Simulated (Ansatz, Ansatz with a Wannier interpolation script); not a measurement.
# AcOCl (P4/nmm): what limits a Wannier interpolation of GW

Wanted: errors and cost of interpolated bands of AcOCl (P4/nmm) under coarser or faulty settings.

Method: maximally localised Wannier functions, LDA, plane waves, PAW, in Ansatz 0.2.0.

Report form: the programs' logs are mostly left out.

The database entry behind the starting cell is an old determination (1949), so it need not match the best structure at ambient conditions.

## (1) The structure

The structure is tetragonal, space group P4/nmm (No. 129). Conventional cell: a = 4.250 Å, b = 4.250 Å, c = 7.080 Å, α = 90.00°, β = 90.00°, γ = 90.00°. Nearest to Ac lie 4 O at 2.48 Å and 6 Cl at 3.26 to 3.82 Å. Cl has 6 Ac at 3.26 to 3.82 Å and 4 O at 3.32 Å nearest. O has 4 Ac at 2.48 Å nearest. Farther neighbours and most contacts between anions are not listed.

The cell and positions come from the Crystallography Open Database and are kept as given unless a step says otherwise. Spin-orbit coupling is left out unless a step names it. The default PAW set here is soft_2. Its files were made with PBE.

## (2) Wannier model on 8×8×4

Localised functions give a small Hamiltonian that interpolates between mesh points at no cost.

Input file input.yaml:

```yaml
crystal:
  lattice:
    - [4.25, 0.0, 0.0]
    - [0.0, 4.25, 0.0]
    - [0.0, 0.0, 7.08]
  atoms:
    - { symbol: Ac, position: [0.0, 0.5, 0.18] }
    - { symbol: Ac, position: [0.5, 0.0, 0.82] }
    - { symbol: Cl, position: [0.0, 0.5, 0.64] }
    - { symbol: Cl, position: [0.5, 0.0, 0.36] }
    - { symbol: O, position: [0.0, 0.0, 0.0] }
    - { symbol: O, position: [0.5, 0.5, 0.0] }
kpoints:
  mp_grid: { grid: [4, 4, 2] }
hamiltonian:
  xc: lda
scf:
  occupations: { method: fixed }
  n_extra_bands: 68
output:
  wannier:
    kmesh: [8, 8, 4]
    projections:
      - { species: Ac, l: d, shell: 6 }
      - { species: Ac, l: f, shell: 5 }
      - { species: Cl, l: p, shell: 3 }
      - { species: O, l: p, shell: 2 }
    minimise: true
    write_hr: true
    seedname: w
    conv_tol: 1.0e-07
    max_iter: 4000
    disentanglement:
      window: [5.3, 20.46]
      frozen_window: [5.3, 13.48]
      conv_tol: 1.0e-08
```

The run is started by

```console
> ansatz run input.yaml --threads 16 --pin off --max-ram 27648MiB --backend cpu --events-out ev --progress --plain --runs-dir out
```

The job ended after 40 s (16 threads of Arm Neoverse N1, shared host; peak memory 2.6 GiB; 7.6 min of CPU time).

This step gave:

| Quantity | Value |
| --- | --- |
| gauge-invariant spread | 63.77 Å² |
| diagonal spread | 0.06179 Å² |
| off-diagonal spread | 10.20 Å² |
| total spread | 74.03 Å² |
| least projectability | 0.3786 |
| localisation steps | 51 |
| disentanglement steps | 711 |
| r.m.s. interpolation error | 6.08e-4 eV |
| r.m.s. error near the gap | 6.71e-4 eV |

Near the gap the model misses directly solved bands by 0.7 meV r.m.s. and by 6 meV at most in the window tested. This tests the starting bands, not the corrections carried with them.

## (3) Wannier model on 4×4×2

input.yaml, as its differences from that of step 2:

```diff
@@ -21,3 +21,3 @@
   wannier:
-    kmesh: [8, 8, 4]
+    kmesh: [4, 4, 2]
     projections:
```

The job ended after 10 s (16 threads; peak memory 1.9 GiB; 2.2 min of CPU time).

Numbers from this step:

* gauge-invariant spread: 56.76 Å²
* diagonal spread: 0.07971 Å²
* off-diagonal spread: 10.64 Å²
* total spread: 67.47 Å²
* least projectability: 0.2231
* localisation steps: 77
* disentanglement steps: 257
* r.m.s. interpolation error: 0.007655 eV
* r.m.s. error near the gap: 0.008027 eV

Near the gap the model misses directly solved bands by 8.0 meV r.m.s. and by 42 meV at most in the window tested. This tests the starting bands, not the corrections carried with them.

Frozen up to 4.56 eV; above it the model need not follow the bands. Electronic bands along the path, in eV, zero at the valence-band top; v1 is the highest filled band, c1 the lowest empty one:

```
    point     v4     v3     v2     v1    c1    c2    c3    c4
        Γ  -1.18  -0.44  -0.02  -0.02  4.06  4.89  5.93  6.10
  halfway  -1.27  -0.62  -0.37  -0.35  5.09  5.74  6.23  6.55
        X  -1.06  -1.06  -0.44  -0.44  5.41  5.41  6.19  6.19
  halfway  -0.69  -0.69  -0.32  -0.32  5.78  5.78  6.25  6.25
        M  -0.62  -0.62  -0.19  -0.19  6.24  6.24  6.58  6.58
  halfway  -0.94  -0.93  -0.56   0.00  5.93  5.99  6.03  6.42
        Γ  -1.18  -0.44  -0.02  -0.02  4.06  4.89  5.93  6.10
  halfway  -1.16  -0.67  -0.06  -0.06  4.27  5.63  5.77  5.99
        Z  -1.13  -0.99  -0.10  -0.10  4.90  5.00  6.06  6.42
  halfway  -1.29  -0.39  -0.36  -0.01  5.27  5.63  6.13  6.26
        R  -0.67  -0.67  -0.48  -0.48  5.47  5.47  6.64  6.64
  halfway  -0.59  -0.59  -0.31  -0.31  5.99  5.99  6.75  6.75
        A  -0.54  -0.54  -0.22  -0.22  6.49  6.49  6.81  6.81
  halfway  -0.88  -0.47  -0.31  -0.01  5.95  6.18  6.23  6.34
        Z  -1.13  -0.99  -0.10  -0.10  4.90  5.00  6.06  6.42
jump to X  -1.06  -1.06  -0.44  -0.44  5.41  5.41  6.19  6.19
  halfway  -0.85  -0.85  -0.46  -0.46  5.43  5.45  6.59  6.61
        R  -0.67  -0.67  -0.48  -0.48  5.47  5.47  6.64  6.64
jump to M  -0.62  -0.62  -0.19  -0.19  6.24  6.24  6.58  6.58
  halfway  -0.62  -0.62  -0.21  -0.21  6.51  6.52  6.52  6.52
        A  -0.54  -0.54  -0.22  -0.22  6.49  6.49  6.81  6.81
```

The same for Kohn-Sham, solved directly:

```
point     v4     v3     v2     v1    c1    c2    c3    c4
    Γ  -1.18  -0.44  -0.02  -0.02  4.06  4.65  5.54  5.93
    X  -1.06  -1.06  -0.44  -0.44  5.41  5.41  5.90  5.90
    M  -0.62  -0.62  -0.19  -0.19  5.96  5.96  6.57  6.57
    Γ  -1.18  -0.44  -0.02  -0.02  4.06  4.65  5.54  5.93
    Z  -1.13  -0.99  -0.10  -0.10  4.90  5.00  5.65  6.06
    R  -0.67  -0.67  -0.48  -0.48  5.47  5.47  6.64  6.64
    A  -0.54  -0.54  -0.22  -0.22  6.48  6.48  6.64  6.64
    Z  -1.13  -0.99  -0.10  -0.10  4.90  5.00  5.65  6.06
    X  -1.06  -1.06  -0.44  -0.44  5.41  5.41  5.90  5.90
    R  -0.67  -0.67  -0.48  -0.48  5.47  5.47  6.64  6.64
    M  -0.62  -0.62  -0.19  -0.19  5.96  5.96  6.57  6.57
    A  -0.54  -0.54  -0.22  -0.22  6.48  6.48  6.64  6.64
```

## (4) A faulty Wannier input

input.yaml, as its differences from that of step 3:

```diff
@@ -33,4 +33,4 @@
     disentanglement:
-      window: [5.3, 20.46]
-      frozen_window: [5.3, 13.48]
+      window: [5.3, 12.98]
+      frozen_window: [5.3, 12.78]
       conv_tol: 1.0e-08
```

Run time: 7.7 s. Hardware: 16 threads; peak memory 1.9 GiB.

The self-consistent loop converged; the step after it was not made. The program's words: output.wannier: at mesh point 0 (counted from 0) output.wannier.disentanglement.window holds 13 states for 36 functions, beside 0 of inner shells that are left out. Raise the window's top, and output.wannier.disentanglement.top_band where it is typed. No Wannier file is written

The fault put into this input: an outer window with too few states.

## (5) G0W0: 4×4×2 mesh, 533 empty bands, screening to 150 eV

G0W0 replaces the xc potential by the self-energy, built once from these orbitals. Only a window of levels is corrected, while the sums run over the empty bands that the input names.

This step: G0W0 on LDA, plane waves, PAW.

input.yaml, the sections that differ from step 4:

```yaml
scf:
  occupations: { method: fixed }
gw:
  n_empty_bands: 533
  ecut_chi: 150.0
  qp_bands: [v12, c1]
  screening: { model: contour_deformation }
# crystal, kpoints, hamiltonian: as in step 4
# output: removed
```

The job ended after 5.7 min (16 threads; peak memory 6.8 GiB).

The G0W0 gap on the mesh is 5.683 eV.

## (6) G0W0: 4×4×2 mesh, 247 empty bands, screening to 90 eV, plasmon pole

input.yaml, as its differences from that of step 5:

```diff
@@ -19,5 +19,5 @@
 gw:
-  n_empty_bands: 533
-  ecut_chi: 150.0
+  n_empty_bands: 247
+  ecut_chi: 90
   qp_bands: [v12, c1]
-  screening: { model: contour_deformation }
+  screening: { model: godby_needs }
```

Wall time 1.8 min (16 threads); peak memory 2.9 GiB; 22 min of CPU time.

The G0W0 gap on the mesh is 5.515 eV.

## (7) Interpolated results

Times are wall times on 16 threads of Arm Neoverse N1, shared host, good to a factor of about two.

```
GW mesh  empty bands  cutoff (eV)            frequency  gap on mesh (eV)  gap over zone (eV)  direct gap (eV)  valence width (eV)  GW time
  4×4×2          533          150  contour deformation             5.683               5.648            5.800               4.046  5.7 min
  4×4×2          247           90         plasmon pole             5.515               5.481            5.636               4.257  1.8 min
```

## (8) What came out

| Quantity | Value |
| --- | --- |
| 4×4×2 mesh, 533 empty bands, screening to 150 eV | 5.65 eV |
| 4×4×2 mesh, 247 empty bands, screening to 90 eV, plasmon pole | 5.48 eV |

**Reading.** The largest change, −0.17 eV in the gap over the zone, comes with 4×4×2 mesh, 247 empty bands, screening to 90 eV, plasmon pole. The first run is a reference, not a converged one, and where a row moves several settings no single cause can be named. Coarser Wannier mesh (4×4×2): the miss near the gap goes from under 1 (the model on 8×8×4) to 8 meV and the total spread from 74.0 to 67.5 Å². With 4×4×2 mesh, 247 empty bands, screening to 90 eV, plasmon pole the gap over the zone moves by −0.17 eV and that on the mesh by −0.17 eV. Gaps over the zone and on the mesh differ where an edge lies off the mesh, or where a GW run starts from another density: the starting gap over the zone is 4.061 eV, on the GW meshes it is 4.064 eV. The 4×4×2 mesh is coarse for this cell (its supercell is 14 Å along the shortest edge). The RPA ε∞ on it, from the LDA start, is 3.85 and 4.05; such meshes misread the long-range screening, most where the gap is narrow. The compound holds f electrons or empty f levels, where one-shot G0W0 is unsure. The many-body steps are scalar-relativistic: spin-orbit coupling is not in them.

[Paths, hosts, dates, memory and timing lines, banners, echoed tables and standing remarks are left out of the program output.]

[Logs are printed without paths, hosts, clocks, repeated set-up lines and the standing remarks that a program may print on its own settings, such as how far it seeks lower states.]

[Runs of the session that timed out or met a known fault of the program may be left out.]

[Hosts, paths, dates, database ids (printed as entryN), source tags and the programs' standing remarks are cut or masked in the printed files.]
